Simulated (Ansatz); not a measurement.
# ScBr3 (model cell, started as ReO3 type): following an unstable mode

Which phase does ScBr3 (model cell, started as ReO3 type) fall into along its unstable mode, and how much energy does it gain?

Calculated with Ansatz 0.2.0; DFT PBE, scalar-relativistic, plane waves, PAW.

Report form: the programs' logs are mostly left out.

The structure was built from a prototype and need not be the compound's stable phase.

## Step 1: Starting point

Symmetry: Pm-3m, No. 221, cubic system. The conventional cell has a = 5.303 Å, b = 5.303 Å, c = 5.303 Å, α = 90.00°, β = 90.00°, γ = 90.00°. Nearest to Sc lie 6 Br at 2.65 Å. Nearest to Br lie 2 Sc at 2.65 Å. Farther neighbours and most contacts between anions are not listed.

## Step 2: The dispersion

The cell comes from relaxations at this level that are not shown. Stability and thermal properties need the whole zone. Linear response on a 2×2×2 q mesh gives force constants as far as a supercell of that size would, and the tensors from the zone-centre run are typed in so that the long-range dipole term is interpolated apart.

input.yaml

```yaml
crystal:
  lattice:
    - [5.3026677819, 0.0, 0.0]
    - [0.0, 5.3026677819, 0.0]
    - [0.0, 0.0, 5.3026677819]
  atoms:
    - { symbol: Sc, position: [0.0, 0.0, 0.0] }
    - { symbol: Br, position: [0.5, 0.0, 0.0] }
    - { symbol: Br, position: [0.0, 0.5, 0.0] }
    - { symbol: Br, position: [0.0, 0.0, 0.5] }
kpoints:
  mp_grid: { grid: [6, 6, 6] }
hamiltonian:
  xc: pbe
scf:
  occupations: { method: fixed }
output:
  eigenvalues: true
phonons:
  method: dfpt
  qmesh: [2, 2, 2]
  temperatures: { t_max: 1000, t_step: 50 }
  qpath:
    path:
      - [[0.0, 0.0, 0.0], [0.0, 0.5, 0.0], [0.5, 0.5, 0.0], [0.0, 0.0, 0.0], [0.5, 0.5, 0.5], [0.0, 0.5, 0.0]]
      - [[0.5, 0.5, 0.5], [0.5, 0.5, 0.0]]
    npoints: 10
  non_analytic_term:
    high_frequency_dielectric_tensor: [[4.3403, 0.0, 0.0], [0.0, 4.3403, 0.0], [0.0, 0.0, 4.3403]]
    born_effective_charges:
      - { species: Sc, tensor: [[5.1803, 0.0, 0.0], [0.0, 5.1803, 0.0], [0.0, 0.0, 5.1803]] }
      - { species: Br, tensor: [[-4.1901, 0.0, 0.0], [0.0, -0.4951, 0.0], [0.0, 0.0, -0.4951]] }
      - { species: Br, tensor: [[-0.4951, 0.0, 0.0], [0.0, -4.1901, 0.0], [0.0, 0.0, -0.4951]] }
      - { species: Br, tensor: [[-0.4951, 0.0, 0.0], [0.0, -0.4951, 0.0], [0.0, 0.0, -4.1901]] }
    source: "zone-centre run at this cell"
```

Run with:

```bash
$ ansatz run input.yaml --threads 4 --pin off --max-ram 7168MiB --backend cpu --events-out ev --progress --plain --runs-dir out
```

Elapsed: 69 s, on 4 threads of Arm Neoverse V2, shared host; peak memory 0.82 GiB.

This step gave:

```
gap on the k-mesh                                       : 1.904 eV
volume per atom                                         : 37.28 Å³
sum-rule residual before enforcement                    : 5.75e-5 eV/Å²
lowest frequency on the path                            : -33.23 cm⁻¹
point group                                             : m-3m
highest frequency on the path or at a solved wavevector : 280.1 cm⁻¹
highest optical mode at the zone centre (no LO-TO term) : 148.7 cm⁻¹
lowest optical zone-centre mode                         : 44.54 cm⁻¹
lowest mode on the q mesh (acoustic modes at Γ apart)   : -33.23 cm⁻¹
```

Frequencies (cm⁻¹) solved at each irreducible wavevector; negative means imaginary. Frequencies by wavevector, by row:

```
q in reciprocal lattice units  star  mode 1  mode 2  mode 3  mode 4  mode 10  mode 11  mode 12
                        0 0 0     1       0       0       0    44.5    148.7    148.7    148.7
                     0 0 -0.5     3    31.3    31.3    47.3    54.4      146    187.5    236.6
                  0 -0.5 -0.5     3   -33.2    53.5    53.5    55.3    200.5    239.7    239.7
               -0.5 -0.5 -0.5     1   -33.2   -33.2   -33.2    81.8    244.8    244.8    244.8
```

Interpolated from a 2×2×2 q mesh, with the LO-TO term (at Γ the limit along the path; where Γ stands inside the path, tables give the limit on arrival). Phonon branches along the path, in cm⁻¹:

| point | branch 1 | branch 2 | branch 3 | branch 4 | branch 9 | branch 10 | branch 11 | branch 12 |
| --- | --- | --- | --- | --- | --- | --- | --- | --- |
| Γ | 0 | 0 | 0 | 44 | 91 | 149 | 149 | 280 |
| halfway | 24 | 24 | 46 | 48 | 131 | 147 | 147 | 266 |
| X | 31 | 31 | 47 | 54 | 146 | 146 | 188 | 237 |
| halfway | 9 | 44 | 46 | 53 | 145 | 158 | 216 | 236 |
| M | -33 | 54 | 54 | 55 | 143 | 200 | 240 | 240 |
| halfway | 22 | 37 | 44 | 50 | 140 | 146 | 160 | 258 |
| Γ | 0 | 0 | 0 | 44 | 91 | 149 | 149 | 280 |
| halfway | 22 | 22 | 25 | 66 | 146 | 169 | 169 | 253 |
| R | -33 | -33 | -33 | 82 | 211 | 245 | 245 | 245 |
| halfway | -3 | 16 | 23 | 66 | 160 | 178 | 227 | 238 |
| X | 31 | 31 | 47 | 54 | 146 | 146 | 188 | 237 |
| jump to R | -33 | -33 | -33 | 82 | 211 | 245 | 245 | 245 |
| halfway | -33 | 11 | 11 | 75 | 173 | 217 | 242 | 242 |
| M | -33 | 54 | 54 | 55 | 143 | 200 | 240 | 240 |

Symmetry leaves 4 wavevectors to solve. The lowest mode among them, the acoustic zeros apart, lies at q = (0, -0.5, -0.5) and is imaginary, 33.2i cm⁻¹, so the energy falls along it.

## Step 3: The mode frozen in, largest atomic shift 0 Å

The mode followed lies at q = (-0.5, -0.5, -0.5) with frequency 33.2i cm⁻¹ and is 3-fold degenerate, the softest among the wavevectors solved. At small amplitude the distorted cell has space group no. 167 by a symmetry search on the positions. The undistorted cell that holds it gives the zero of energy on the same k mesh.

System of this step: ScBr3 (model cell, started as ReO3 type). The structure is cubic, space group Pm-3m (No. 221). Conventional cell: a = 5.303 Å, b = 5.303 Å, c = 5.303 Å, α = 90.00°, β = 90.00°, γ = 90.00°. Nearest to Sc lie 6 Br at 2.65 Å. Nearest to Br lie 2 Sc at 2.65 Å. Farther neighbours and most contacts between anions are not listed.

input.yaml

```yaml
crystal:
  lattice:
    - [5.3026677819, 5.3026677819, 0.0]
    - [5.3026677819, 0.0, 5.3026677819]
    - [5.3026677819, 0.0, -5.3026677819]
  atoms:
    - { symbol: Sc, position: [0.0, 0.5, 0.5] }
    - { symbol: Sc, position: [0.0, 0.0, 0.0] }
    - { symbol: Br, position: [0.0, 0.25, 0.25] }
    - { symbol: Br, position: [0.0, 0.75, 0.75] }
    - { symbol: Br, position: [0.5, 0.25, 0.25] }
    - { symbol: Br, position: [0.5, 0.75, 0.75] }
    - { symbol: Br, position: [0.0, 0.25, 0.75] }
    - { symbol: Br, position: [0.0, 0.75, 0.25] }
kpoints:
  mp_grid: { grid: [6, 6, 6] }
hamiltonian:
  xc: pbe
scf:
  occupations: { method: gaussian, width: 0.02 }
output:
  forces: true
  stress: true
  eigenvalues: true
```

Wall time 2.5 s (4 threads); peak memory 0.74 GiB; 9.2 s of CPU time.

Numbers from this step:

| Property | Result |
| --- | --- |
| pressure | 0.002657 GPa |
| energy from the undistorted cell | 0 meV/atom |

At this level the gap is 1.90 eV on the k-mesh of the self-consistent run, which can miss the band edges.

## Step 4: The mode frozen in, largest atomic shift 0.6 Å

The atoms are moved along the unstable eigenvector, the largest shift by 0.6 Å, with the cell fixed.

input.yaml, the sections that differ from step 3:

```yaml
crystal:
  lattice:
    - [5.3026677819, 5.3026677819, 0.0]
    - [5.3026677819, 0.0, 5.3026677819]
    - [5.3026677819, 0.0, -5.3026677819]
  atoms:
    - { symbol: Sc, position: [0.0, 0.5, 0.5] }
    - { symbol: Sc, position: [0.0, 0.0, 0.0] }
    - { symbol: Br, position: [0.0800095511, 0.25, 0.1699904489] }
    - { symbol: Br, position: [-0.0800095511, 0.75, 0.8300095511] }
    - { symbol: Br, position: [0.5, 0.3300095511, 0.25] }
    - { symbol: Br, position: [0.5, 0.6699904489, 0.75] }
    - { symbol: Br, position: [0.0800095511, 0.1699904489, 0.6699904489] }
    - { symbol: Br, position: [-0.0800095511, 0.8300095511, 0.3300095511] }
# kpoints, hamiltonian, scf, output: as in step 3
```

The job ended after 4.8 s (4 threads; peak memory 0.82 GiB).

This step gave:

```
pressure                         : -2.102 GPa
gap on the k-mesh                : 2.167 eV
energy from the undistorted cell : -17.60 meV/atom
```

The energy, extrapolated to zero smearing, is -17.60 meV/atom against the undistorted cell.

The run ends at a pressure of -2.10 GPa, with forces up to 0.025 eV/Å.

## Step 5: Energy along the mode, all amplitudes (two of the runs are shown above)

An imaginary frequency means negative curvature, so the energy should fall and then rise again as anharmonic terms take over.

Numbers from this step:

- depth at the lowest point sampled: 17.60 meV/atom
- largest atomic shift at that point: 0.6 Å

The energy from the parent by largest atomic shift:

| largest atomic shift (Å) | energy from the parent (meV/atom) |
| --- | --- |
| 0.000 | 0 |
| 0.040 | -0.194 |
| 0.080 | -0.767 |
| 0.140 | -2.29 |
| 0.220 | -5.35 |
| 0.320 | -10.1 |
| 0.450 | -15.9 |
| 0.600 | -17.6 |

Displacement at unit largest shift by atom:

```
atom   x (Å)   y (Å)   z (Å)   size
 Sc1   0.000   0.000   0.000  0.000
 Sc2   0.000   0.000   0.000  0.000
 Br3   0.000   0.707   0.707  1.000
 Br4   0.000  -0.707  -0.707  1.000
 Br5   0.707   0.000   0.707  1.000
 Br6  -0.707   0.000  -0.707  1.000
 Br7  -0.707   0.707   0.000  1.000
 Br8   0.707  -0.707   0.000  1.000
```

The lowest of the steps tried is the last one, at 0.6 Å, 17.6 meV/atom below the parent; the bottom of the well need not coincide with a step.

## Step 6: Relaxing from the distorted cell

Starting from the lowest point found, all atoms and the cell are let go, so that strain and other modes of the same symmetry can join in.

Changes to input.yaml since step 4:

```diff
@@ -19,3 +19,3 @@
 scf:
-  occupations: { method: gaussian, width: 0.02 }
+  occupations: { method: fixed }
 output:
@@ -24 +24,6 @@
   eigenvalues: true
+relax:
+  adjacent_minimum: "off"
+  f_tol: 0.002
+  max_steps: 120
+  cell: { stress_tol: 0.03 }
```

Elapsed: 39 s, on 4 threads; peak memory 0.86 GiB.

Step by step:

| step | energy less that of the first step (eV) | largest force component (eV/Å) | pressure (GPa) | volume (Å³) |
| --- | --- | --- | --- | --- |
| 1 | 0.0000 | 0.0178 | -2.10 | 298.20 |
| 2 | -0.2219 | 0.0921 | 0.13 | 270.68 |
| 3 | -0.3449 | 0.0387 | -0.25 | 259.36 |
| 4 | -0.4117 | 0.0215 | -0.18 | 243.80 |
| 5 | -0.4141 | 0.0039 | -0.05 | 243.62 |
| 6 | -0.4149 | 0.0001 | 0.01 | 242.84 |
| 7* | -0.4110 | 0.0002 | 0.01 | 242.84 |

Relaxation steps marked * repeat the geometry before them on a plane-wave basis chosen anew for their cell, so energy and pressure can jump there.

The run keeps the 12 symmetry operations that it works with, so distortions that break them were not tested.

```
conventional cell, symmetrised  before   after   change
                         a (Å)   7.499   6.796   -9.4 %
                         b (Å)   7.499   6.796   -9.4 %
                         c (Å)  18.369  18.216   -0.8 %
              volume (Å³/atom)   37.28   30.35  -18.6 %
```

The atoms that moved most (Å, as changes of fractional coordinates times the final cell):

```csv
atom,dx,dy,dz,length
Br4,0.000,-0.317,-0.317,0.448
Br5,0.317,0.000,0.317,0.448
Br7,-0.317,0.317,0.000,0.448
Br3,0.000,0.317,0.317,0.448
Br6,-0.317,0.000,-0.317,0.448
Br8,0.317,-0.317,0.000,0.448
```

Final coordinates:

```cif
data_structure
_symmetry_space_group_name_H-M 'P 1'
_symmetry_Int_Tables_number 1
_cell_length_a 7.2293
_cell_length_b 6.7955
_cell_length_c 7.2293
_cell_angle_alpha 90.000
_cell_angle_beta 56.069
_cell_angle_gamma 61.966
_cell_volume 242.84
loop_
_atom_site_label
_atom_site_type_symbol
_atom_site_fract_x
_atom_site_fract_y
_atom_site_fract_z
_atom_site_occupancy
Sc1 Sc 0.00000 0.50000 0.50000 1
Sc2 Sc 0.00000 0.00000 0.00000 1
Br3 Br 0.14595 0.25000 0.10405 1
Br4 Br 0.85405 0.75000 0.89595 1
Br5 Br 0.50000 0.39595 0.25000 1
Br6 Br 0.50000 0.60405 0.75000 1
Br7 Br 0.14595 0.10405 0.60405 1
Br8 Br 0.85405 0.89595 0.39595 1
```

Numbers from this step:

- pressure: 0.006899 GPa
- gap on the k-mesh: 2.396 eV
- volume per atom: 30.35 Å³

The distorted start has space group R-3c; the relaxation ends in R-3c.

## Step 7: The new phase in its own primitive cell

The relaxed structure is symmetrised, reduced to its primitive cell and relaxed tightly, as its phonons need.

input.yaml

```yaml
crystal:
  lattice:
    - [3.3977740051, 1.9617057365, 6.072050309]
    - [-3.3977740051, 1.9617057365, 6.072050309]
    - [0.0, -3.923411473, 6.072050309]
  atoms:
    - { symbol: Sc, position: [0.5, 0.5, 0.5] }
    - { symbol: Sc, position: [0.0, 0.0, 0.0] }
    - { symbol: Br, position: [0.25, 0.8959482168, 0.6040517832] }
    - { symbol: Br, position: [0.75, 0.1040517832, 0.3959482168] }
    - { symbol: Br, position: [0.3959482168, 0.75, 0.1040517832] }
    - { symbol: Br, position: [0.6040517832, 0.25, 0.8959482168] }
    - { symbol: Br, position: [0.1040517832, 0.3959482168, 0.75] }
    - { symbol: Br, position: [0.8959482168, 0.6040517832, 0.25] }
kpoints:
  mp_grid: { grid: [6, 6, 6] }
hamiltonian:
  xc: pbe
scf:
  occupations: { method: fixed }
output:
  forces: true
  stress: true
  eigenvalues: true
relax:
  adjacent_minimum: "off"
  f_tol: 0.001
  max_steps: 60
  cell: { stress_tol: 0.01 }
```

Elapsed: 13 s, on 4 threads; peak memory 0.75 GiB; 51 s of CPU time.

Little changed from the start: no atom moved by 0.005 Å and no cell edge by 0.1 %.

Numbers from this step:

* pressure: -0.002030 GPa
* volume per atom: 30.36 Å³
* direct gap on mesh: 2.408 eV

The largest force component left is 0.062 meV/Å and the pressure is -0.002 GPa, within the tolerances set. The cell now holds 30.36 Å³/atom.

## Step 8: Outcome

```
unstable mode of the parent                                                      : q = (-0.5, -0.5, -0.5), 33i cm⁻¹
depth at the lowest point sampled                                                : 17.6 meV/atom
largest atomic shift at that point                                               : 0.6 Å
space group reached (within 0.01 Å)                                              : R-3c
energy gained over the parent (first relaxation, on the mesh of the frozen mode) : 69.0 meV/atom
volume per atom, phase reached                                                   : 30.4 Å³
gap on the k-mesh, phase reached                                                 : 2.40 eV
```

**Reading.** Along this mode the structure falls into R-3c, 69.0 meV/atom below the parent. At the parent's cell the well is 17.60 meV/atom deep on the steps tried, with its lowest point at a shift of 0.6 Å. That is the last step tried, so the steps alone don't bracket the bottom of the well. Relaxing atoms and cell changes the gain by +51.37 meV/atom against the lowest step (energies at zero smearing). Most of the total comes from this relaxation. The modes of the phase reached were not computed on this path. Of the 4 patterns followed to their end from this parent, this one reaches the lowest energy. Each path keeps the symmetry of its pattern, so a lower phase may lie along a pattern not tried. The starting cell was built on a prototype and not taken from a measurement, so the phase need not exist.

[Logs are printed without paths, hosts, clocks, repeated set-up lines and the standing remarks that a program may print on its own settings, such as how far it seeks lower states.]

[Hosts, paths, dates, database ids (printed as entryN), source tags and the programs' standing remarks are cut or masked in the printed files.]
